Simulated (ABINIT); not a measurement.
# How the form of the self-energy moves the gap of CdS (Greenockite)

How much does the gap of CdS (Greenockite) depend on the approximation to the self-energy?

Main program and level: ABINIT 10.8.3; PBE and many-body steps on it, plane waves.

### 1. Starting point

The structure is hexagonal, space group P6_3mc (No. 186). The conventional cell has a = 4.137 Å, b = 4.137 Å, c = 6.714 Å, α = 90.00°, β = 90.00°, γ = 120.00°. Cd has 4 S at 2.52 to 2.53 Å nearest. S has 4 Cd at 2.52 to 2.53 Å nearest. Farther neighbours and most contacts between anions are not listed.

The cell and positions come from the Crystallography Open Database and are kept as given unless a step says otherwise.

### 2. Empty states on the mesh, 3×3×2 mesh, 180 bands

This step: ABINIT 10.8.3; DFT, PBE, plane waves, norm-conserving pseudopotentials.

The sums over transitions need many empty states on a uniform mesh; this step solves for them.

Contents of run.abi:

```
acell 3*1.0 Angstrom
rprim 
  4.137000000025 -0.000000000006 0.000000000000
  -2.068500000008 3.582747095481 0.000000000000
  0.000000000000 0.000000000000 6.714400000000
ntypat 2
znucl 48 16
natom 4
typat 1 1 2 2
xred 
  0.666666666667 0.333333333333 0.000000000000
  0.333333333333 0.666666666667 0.500000000000
  0.666666666667 0.333333333333 0.375000000000
  0.333333333333 0.666666666667 0.875000000000
pp_dirpath "pseudos"
pseudos "Cd.upf, S.upf"
ecut 47
ngkpt 3 3 2
nshiftk 1
shiftk 0 0 0
kptopt 1
chksymbreak 0
iscf -2
irdden 1
istwfk *1
nband 180
nbdbuf 16
tolwfr 1e-09
nstep 60
prtvol 0
indata_prefix "in"
outdata_prefix "out"
tmpdata_prefix "tmp"
```

On the command line:

```bash
$ OMP_NUM_THREADS=1 mpirun -n 6 abinit run.abi > log
```

Numbers of over 12 decimals in the logs are rounded to 6 here.

Log:

```text
.Version 10.8.3 of ABINIT. v10.8.2 released Aug 2026.

 Symmetries : space group P6_3 m c (#186); Bravais hP (primitive hexag.)
[... echo of the input left out ...]
== DATASET  1 ==================================================================
-   mpi_nproc: 6, omp_nthreads: 1 (-1 if OMP is not activated)

--- !DatasetInfo
iteration_state: {dtset: 1, }
dimensions: {natom: 4, nkpt: 6, mband: 180, nsppol: 1, nspinor: 1, nspden: 1, mpw: 10374, }
cutoff_energies: {ecut:  47.0, pawecutdg:  -1.0, }
[...]
2.53749    2.58847    2.58847    2.59387    2.59434    2.59446    2.59446    2.66584
   2.68749    2.71610    2.71610    2.72016    2.74279    2.74284    2.75945    2.75979
   2.77441    2.78282    2.78303    2.80022
 prteigrs : prtvol=0 or 1, do not print more k-points.

== END DATASET(S) ==============================================================
================================================================================

 -outvars: echo values of variables after computation  --------
            nband         180
             nkpt           6
          spgroup         186
 [... the other variables as echoed above ...]

 Calculation completed.
```

The job ended after 86 s (6 MPI ranks of Arm Neoverse V2, shared host; peak memory 0.79 GiB; 8.5 min of CPU time).

Numbers from this step:

```
gap                                                           : 1.198 eV
k of the valence top                                          : 0, 0, 0
k of the conduction bottom                                    : 0, 0, 0
least direct gap                                              : 1.198 eV
k points computed                                             : 6
lowest point of the top converged band, above the valence top : 65.1359 eV
```

On this mesh the gap is 1.198 eV.

The density comes from a self-consistent run that is not shown.

### 3. Screening, 3×3×2 mesh, 164 bands, screening to 152.4 eV

The RPA dielectric matrix is built and inverted for each q.

This step: RPA screening on PBE, plane waves, norm-conserving pseudopotentials.

Changes to run.abi since step 2:

```diff
@@ -22,10 +22,11 @@
 chksymbreak 0
-iscf -2
-irdden 1
 istwfk *1
-nband 180
-nbdbuf 16
-tolwfr 1e-09
-nstep 60
-prtvol 0
+occopt 1
+irdwfk 1
+optdriver 3
+nband 164
+ecuteps 5.6
+inclvkb 2
+awtr 1
+symchi 1
 indata_prefix "in"
```

On the command line:

```bash
$ OMP_NUM_THREADS=1 mpirun -n 8 abinit run.abi > log
```

Log:

```text
.Version 10.8.3 of ABINIT. v10.8.2 released Aug 2026.

 Symmetries : space group P6_3 m c (#186); Bravais hP (primitive hexag.)
[... echo of the input left out ...]
== DATASET  1 ==================================================================
-   mpi_nproc: 8, omp_nthreads: 1 (-1 if OMP is not activated)

--- !DatasetInfo
iteration_state: {dtset: 1, }
dimensions: {natom: 4, nkpt: 6, mband: 164, nsppol: 1, nspinor: 1, nspden: 1, mpw: 10374, }
cutoff_energies: {ecut:  47.0, pawecutdg:  -1.0, }
electrons: {nelect:   5.20000000E+01, charge:   0.00000000E+00, occopt:   1.00000000E+00, tsmear:   1.00000000E-02, }

 SCREENING: Calculation of the susceptibility and dielectric matrices

 Based on a program developped by R.W. Godby, V. Olevano, G. Onida, and L. Reining.
 Incorporated in ABINIT by V. Olevano, G.-M. Rignanese, and M. Torrent.
.Using double precision arithmetic ; gwpc =  8

[... cell and pseudopotentials left out ...]
--------------------------------------------------------------------------------

 ==== K-mesh for the wavefunctions ====
 Number of points in the irreducible wedge :     6
[... list of points left out ...]
 Together with 12 symmetry operations and time-reversal symmetry
 yields    18 points in the full Brillouin Zone.

 ==== Q-mesh for the screening function ====
 Number of points in the irreducible wedge :     6
[... list of points left out ...]
 Together with 12 symmetry operations and time-reversal symmetry
 yields    18 points in the full Brillouin Zone.

 setmesh: FFT mesh size selected  =    30x   30x   54
          total number of points  =        48600

 vcoul_init : cutoff-mode = AUXILIARY_FUNCTION
 q-points for optical limit:   1
     1)      0.000010    0.000020    0.000030

- screening: taking advantage of time-reversal symmetry
- Maximum band index for partially occupied states nbvw = 26
- Remaining bands to be divided among processors   nbcw = 138
- Number of bands treated by each node ~17

 Number of electrons calculated from density =   52.0000; Expected =   52.0000
 average of density, n =  0.077428
 r_s =    1.4555
 omega_plasma =   26.8414 [eV]

 calculating chi0 at frequencies [eV] :
  1    0.000000E+00    0.000000E+00
  2    0.000000E+00    2.684136E+01

--------------------------------------------------------------------------------
  q-point number  1        q = ( 0.000000, 0.000000, 0.000000) [r.l.u.]
--------------------------------------------------------------------------------
[... chi0 elements left out ...]
 For q-point:  0.000010 0.000020 0.000030
  dielectric constant =  13.5751
  dielectric constant without local fields =  14.3768

  Average fulfillment of the sum rule on Im[epsilon] for q-point    1 :     59.70  [%]
[... wings left out ...]
  q-point number  2        q = ( 0.333333, 0.000000, 0.000000) [r.l.u.]
--------------------------------------------------------------------------------
[... chi0 elements left out ...]
  Average fulfillment of the sum rule on Im[epsilon] for q-point    2 :     64.44  [%]

 [... 4 further q-points ...]
```

Elapsed: 42 s, on 8 MPI ranks; peak memory 2.8 GiB.

This step gave:

```yaml
eps_infinity_with_local_fields_on_this_mesh_along_the_program_s_q_direction: 13.58
the_same_without_local_fields: 14.38
plasma_frequency: 26.84 eV
plane_waves_in_the_screening_matrix: 403
```

Local fields lower ε∞ by 6 %. On a Γ-centred mesh this coarse the value itself is usually too large, while a short band sum pulls it down.

### 4. G0W0, Godby-Needs plasmon pole

The self-energy is evaluated for the states that the input lists, and the levels follow from it, in one-shot runs by the linearised quasiparticle equation.

This step: G0W0 on PBE, plane waves, norm-conserving pseudopotentials.

Changes to run.abi since step 3:

```diff
@@ -25,8 +25,15 @@
 irdwfk 1
-optdriver 3
+optdriver 4
 nband 164
+gwcalctyp 0
+ecutsigx 47
+symsigma 1
+nkptgw 1
+kptgw 
+  0.0000000000 0.0000000000 0.0000000000
+bdgw 
+  25 28
 ecuteps 5.6
-inclvkb 2
-awtr 1
-symchi 1
+irdscr 1
+ppmodel 1
 indata_prefix "in"
```

Log:

```text
.Version 10.8.3 of ABINIT. v10.8.2 released Aug 2026.

 Symmetries : space group P6_3 m c (#186); Bravais hP (primitive hexag.)
[... echo of the input left out ...]
== DATASET  1 ==================================================================
-   mpi_nproc: 8, omp_nthreads: 1 (-1 if OMP is not activated)

--- !DatasetInfo
iteration_state: {dtset: 1, }
dimensions: {natom: 4, nkpt: 6, mband: 164, nsppol: 1, nspinor: 1, nspden: 1, mpw: 10374, }
cutoff_energies: {ecut:  47.0, pawecutdg:  -1.0, }
electrons: {nelect:   5.20000000E+01, charge:   0.00000000E+00, occopt:   1.00000000E+00, tsmear:   1.00000000E-02, }

 SIGMA: Calculation of the GW corrections

 Based on a program developped by R.W. Godby, V. Olevano, G. Onida, and L. Reining.
 Incorporated in ABINIT by V. Olevano, G.-M. Rignanese, and M. Torrent.
.Using double precision arithmetic ; gwpc =  8

[... cell and pseudopotentials left out ...]
--------------------------------------------------------------------------------

 ==== K-mesh for the wavefunctions ====
 Number of points in the irreducible wedge :     6
[... list of points left out ...]
 Together with 12 symmetry operations and time-reversal symmetry
 yields    18 points in the full Brillouin Zone.

 ==== Q-mesh for screening function ====
 Number of points in the irreducible wedge :     6
[... list of points left out ...]
 Together with 12 symmetry operations and time-reversal symmetry
 yields    18 points in the full Brillouin Zone.

 vcoul_init : cutoff-mode = AUXILIARY_FUNCTION
 q-points for optical limit:   1
     1)      0.000010    0.000020    0.000030
 setmesh: FFT mesh size selected  =    45x   45x   80
          total number of points  =       162000

 Number of electrons calculated from density =   52.0000; Expected =   52.0000
 average of density, n =  0.077428
 r_s =    1.4555
 omega_plasma =   26.8414 [eV]

 === KS Band Gaps ===
  >>>> For spin  1
   Minimum direct gap =   1.1981 [eV], located at k-point      :   0.0000  0.0000  0.0000
   Fundamental gap    =   1.1981 [eV], Top of valence bands at :   0.0000  0.0000  0.0000
                                       Bottom of conduction at :   0.0000  0.0000  0.0000
 SIGMA fundamental parameters:
 PLASMON POLE MODEL  1
 number of plane-waves for SigmaX                10251
 number of plane-waves for SigmaC and W            403
 number of plane-waves for wavefunctions         10251
 number of bands                                   164
 number of independent spin polarizations            1
 number of spinorial components                      1
 number of k-points in IBZ                           6
 number of q-points in IBZ                           6
 number of symmetry operations                      12
 number of k-points in BZ                           18
 number of q-points in BZ                           18
 number of frequencies for dSigma/dE                 9
 frequency step for dSigma/dE [eV]                0.25
 number of omega for Sigma on real axis              0
 max omega for Sigma on real axis  [eV]           0.00
 zcut for avoiding poles [eV]                     0.10

 EPSILON^-1 parameters (SCR file):
 dimension of the eps^-1 matrix on file            403
 dimension of the eps^-1 matrix used               403
 number of plane-waves for wavefunctions         10251
 number of bands                                   164
 number of q-points in IBZ                           6
 number of frequencies                               2
 number of real frequencies                          1
 number of imag frequencies                          1

 matrix elements of self-energy operator (all in [eV])

 Perturbative Calculation

--- !SelfEnergy_ee
iteration_state: {dtset: 1, }
kpoint     : [   0.000,    0.000,    0.000, ]
spin       : 1
KS_gap     :    1.198
QP_gap     :    2.034
Delta_QP_KS:    0.836
data: !SigmaeeData |
     Band     E0 <VxcDFT>   SigX SigC(E0)      Z dSigC/dE  Sig(E)    E-E0       E
       25   4.369 -15.331 -18.293   2.339   0.780  -0.283 -15.817  -0.485   3.884
       26   4.369 -15.331 -18.293   2.339   0.780  -0.283 -15.817  -0.485   3.884
       27   5.567 -10.684  -6.575  -3.678   0.813  -0.230 -10.333   0.350   5.918
       28   7.145 -11.042  -6.562  -3.896   0.815  -0.227 -10.566   0.475   7.620

== END DATASET(S) ==============================================================
================================================================================

 -outvars: echo values of variables after computation  --------
           etotal      0.0000000000E+00
            nband         164
             nkpt           6
          spgroup         186
 [... the other variables as echoed above ...]

 Calculation completed.
```

Wall time 6.2 s (8 MPI ranks); peak memory 2.2 GiB; 49 s of CPU time.

This step gave:

* G0W0 gap on the points computed: 2.034 eV
* starting gap on the mesh: 1.198 eV
* k of the valence top: 0, 0, 0
* k of the conduction bottom: 0, 0, 0
* Z at the valence top: 0.78
* Z at the conduction bottom: 0.813
* least direct G0W0 gap on the computed points: 2.034 eV

The gap on the mesh goes from 1.20 eV to 2.03 eV, a correction of +0.84 eV.

### 5. G0W0, Hybertsen-Louie plasmon pole

Changes to run.abi since step 4:

```diff
@@ -37,3 +37,3 @@
 irdscr 1
-ppmodel 1
+ppmodel 2
 indata_prefix "in"
```

Log:

```text
.Version 10.8.3 of ABINIT. v10.8.2 released Aug 2026.

 Symmetries : space group P6_3 m c (#186); Bravais hP (primitive hexag.)
[... echo of the input left out ...]
== DATASET  1 ==================================================================
-   mpi_nproc: 8, omp_nthreads: 1 (-1 if OMP is not activated)

--- !DatasetInfo
iteration_state: {dtset: 1, }
dimensions: {natom: 4, nkpt: 6, mband: 164, nsppol: 1, nspinor: 1, nspden: 1, mpw: 10374, }
cutoff_energies: {ecut:  47.0, pawecutdg:  -1.0, }
electrons: {nelect:   5.20000000E+01, charge:   0.00000000E+00, occopt:   1.00000000E+00, tsmear:   1.00000000E-02, }

 SIGMA: Calculation of the GW corrections

 Based on a program developped by R.W. Godby, V. Olevano, G. Onida, and L. Reining.
 Incorporated in ABINIT by V. Olevano, G.-M. Rignanese, and M. Torrent.
.Using double precision arithmetic ; gwpc =  8

[... cell and pseudopotentials left out ...]
--------------------------------------------------------------------------------

 ==== K-mesh for the wavefunctions ====
 Number of points in the irreducible wedge :     6
[... list of points left out ...]
 Together with 12 symmetry operations and time-reversal symmetry
 yields    18 points in the full Brillouin Zone.

 ==== Q-mesh for screening function ====
 Number of points in the irreducible wedge :     6
[... list of points left out ...]
 Together with 12 symmetry operations and time-reversal symmetry
 yields    18 points in the full Brillouin Zone.

 vcoul_init : cutoff-mode = AUXILIARY_FUNCTION
 q-points for optical limit:   1
     1)      0.000010    0.000020    0.000030
 setmesh: FFT mesh size selected  =    45x   45x   80
          total number of points  =       162000

 Number of electrons calculated from density =   52.0000; Expected =   52.0000
[...]
number of k-points in IBZ                           6
 number of q-points in IBZ                           6
 number of symmetry operations                      12
 number of k-points in BZ                           18
 number of q-points in BZ                           18
 number of frequencies for dSigma/dE                 9
 frequency step for dSigma/dE [eV]                0.25
 number of omega for Sigma on real axis              0
 max omega for Sigma on real axis  [eV]           0.00
 zcut for avoiding poles [eV]                     0.10

 EPSILON^-1 parameters (SCR file):
 dimension of the eps^-1 matrix on file            403
 dimension of the eps^-1 matrix used               403
 number of plane-waves for wavefunctions         10251
 number of bands                                   164
 number of q-points in IBZ                           6
 number of frequencies                               2
 number of real frequencies                          1
 number of imag frequencies                          1

 matrix elements of self-energy operator (all in [eV])

 Perturbative Calculation

--- !SelfEnergy_ee
iteration_state: {dtset: 1, }
kpoint     : [   0.000,    0.000,    0.000, ]
spin       : 1
KS_gap     :    1.198
QP_gap     :    2.178
Delta_QP_KS:    0.980
data: !SigmaeeData |
     Band     E0 <VxcDFT>   SigX SigC(E0)      Z dSigC/dE  Sig(E)    E-E0       E
       25   4.369 -15.331 -18.293   1.863   0.851  -0.175 -16.266  -0.935   3.434
       26   4.369 -15.331 -18.293   1.863   0.851  -0.175 -16.266  -0.935   3.434
       27   5.567 -10.684  -6.575  -4.057   0.865  -0.156 -10.639   0.045   5.612
       28   7.145 -11.042  -6.562  -4.217   0.862  -0.159 -10.816   0.226   7.371

== END DATASET(S) ==============================================================
================================================================================

 -outvars: echo values of variables after computation  --------
           etotal      0.0000000000E+00
            nband         164
             nkpt           6
          spgroup         186
 [... the other variables as echoed above ...]

 Calculation completed.
```

Elapsed: 6.2 s, on 8 MPI ranks; peak memory 2.1 GiB; 48 s of CPU time.

This step gave:

```
G0W0 gap on the points computed              : 2.178 eV
starting gap on the mesh                     : 1.198 eV
k of the valence top                         : 0, 0, 0
k of the conduction bottom                   : 0, 0, 0
Z at the valence top                         : 0.851
Z at the conduction bottom                   : 0.865
least direct G0W0 gap on the computed points : 2.178 eV
```

Against G0W0 in ABINIT (3×3×2 mesh, 164 bands, screening to 152.4 eV, Godby-Needs plasmon pole), the gap moves by +0.144 eV.

### 6. G0W0, von der Linden-Horsch plasmon pole

Changes to run.abi since step 5:

```diff
@@ -37,3 +37,3 @@
 irdscr 1
-ppmodel 2
+ppmodel 3
 indata_prefix "in"
```

Log:

```text
.Version 10.8.3 of ABINIT. v10.8.2 released Aug 2026.

 Symmetries : space group P6_3 m c (#186); Bravais hP (primitive hexag.)
[... echo of the input left out ...]
== DATASET  1 ==================================================================
-   mpi_nproc: 8, omp_nthreads: 1 (-1 if OMP is not activated)

--- !DatasetInfo
iteration_state: {dtset: 1, }
dimensions: {natom: 4, nkpt: 6, mband: 164, nsppol: 1, nspinor: 1, nspden: 1, mpw: 10374, }
cutoff_energies: {ecut:  47.0, pawecutdg:  -1.0, }
[...]
26   4.369 -15.331 -18.293   1.971   0.844  -0.184 -16.167  -0.836   3.533
       27   5.567 -10.684  -6.575  -4.141   0.873  -0.146 -10.712  -0.028   5.539
       28   7.145 -11.042  -6.562  -4.294   0.874  -0.145 -10.879   0.162   7.307

== END DATASET(S) ==============================================================
================================================================================

 -outvars: echo values of variables after computation  --------
           etotal      0.0000000000E+00
            nband         164
             nkpt           6
          spgroup         186
 [... the other variables as echoed above ...]

 Calculation completed.
```

Elapsed: 5.9 s, on 8 MPI ranks; peak memory 1.6 GiB; 46 s of CPU time.

Numbers from this step:

| Quantity | Value |
| --- | --- |
| G0W0 gap on the points computed | 2.006 eV |
| starting gap on the mesh | 1.198 eV |
| k of the valence top | 0, 0, 0 |
| k of the conduction bottom | 0, 0, 0 |
| least direct G0W0 gap on the computed points | 2.006 eV |

Against G0W0 in ABINIT (3×3×2 mesh, 164 bands, screening to 152.4 eV, Godby-Needs plasmon pole), the gap moves by −0.028 eV.

### 7. G0W0, Engel-Farid plasmon pole

Changes to run.abi since step 6:

```diff
@@ -37,3 +37,3 @@
 irdscr 1
-ppmodel 3
+ppmodel 4
 indata_prefix "in"
```

Log:

```text
.Version 10.8.3 of ABINIT. v10.8.2 released Aug 2026.

 Symmetries : space group P6_3 m c (#186); Bravais hP (primitive hexag.)
[... echo of the input left out ...]
== DATASET  1 ==================================================================
-   mpi_nproc: 8, omp_nthreads: 1 (-1 if OMP is not activated)

--- !DatasetInfo
iteration_state: {dtset: 1, }
dimensions: {natom: 4, nkpt: 6, mband: 164, nsppol: 1, nspinor: 1, nspden: 1, mpw: 10374, }
cutoff_energies: {ecut:  47.0, pawecutdg:  -1.0, }
[...]
26   4.369 -15.331 -18.293   2.197   0.790  -0.266 -15.935  -0.604   3.765
       27   5.567 -10.684  -6.575  -3.892   0.821  -0.218 -10.506   0.178   5.745
       28   7.145 -11.042  -6.562  -4.045   0.820  -0.219 -10.685   0.357   7.501

== END DATASET(S) ==============================================================
================================================================================

 -outvars: echo values of variables after computation  --------
           etotal      0.0000000000E+00
            nband         164
             nkpt           6
          spgroup         186
 [... the other variables as echoed above ...]

 Calculation completed.
```

The job ended after 6 s (8 MPI ranks; peak memory 1.6 GiB).

This step gave:

```yaml
g0w0_gap_on_the_points_computed: 1.98 eV
starting_gap_on_the_mesh: 1.198 eV
k_of_the_valence_top: 0, 0, 0
k_of_the_conduction_bottom: 0, 0, 0
least_direct_g0w0_gap_on_the_computed_points: 1.98 eV
```

Against G0W0 in ABINIT (3×3×2 mesh, 164 bands, screening to 152.4 eV, Godby-Needs plasmon pole), the gap moves by −0.054 eV.

(Part 1 of 2 ends here.)

[Paths, hosts, dates, memory and timing lines, banners, echoed tables and standing remarks are left out of the program output.]

[Logs are printed without paths, hosts, clocks, repeated set-up lines and the standing remarks that a program may print on its own settings, such as how far it seeks lower states.]

[Runs of the session that timed out or met a known fault of the program may be left out.]

[No measured gap is set beside runs whose start may be inverted or whose files or cutoffs have a known fault.]

[Hosts, paths, dates, database ids (printed as entryN), source tags and the programs' standing remarks are cut or masked in the printed files.]

[G0W0 gaps are taken among the corrected bands and points alone; a level outside them can change the order at an edge.]

[Where Ansatz stands beside ABINIT at settings called matched, ABINIT's density can come from a denser mesh and the files from another edition; pairs whose starting gaps differed by over 0.03 eV were left out, so agreement reads better than it is.]
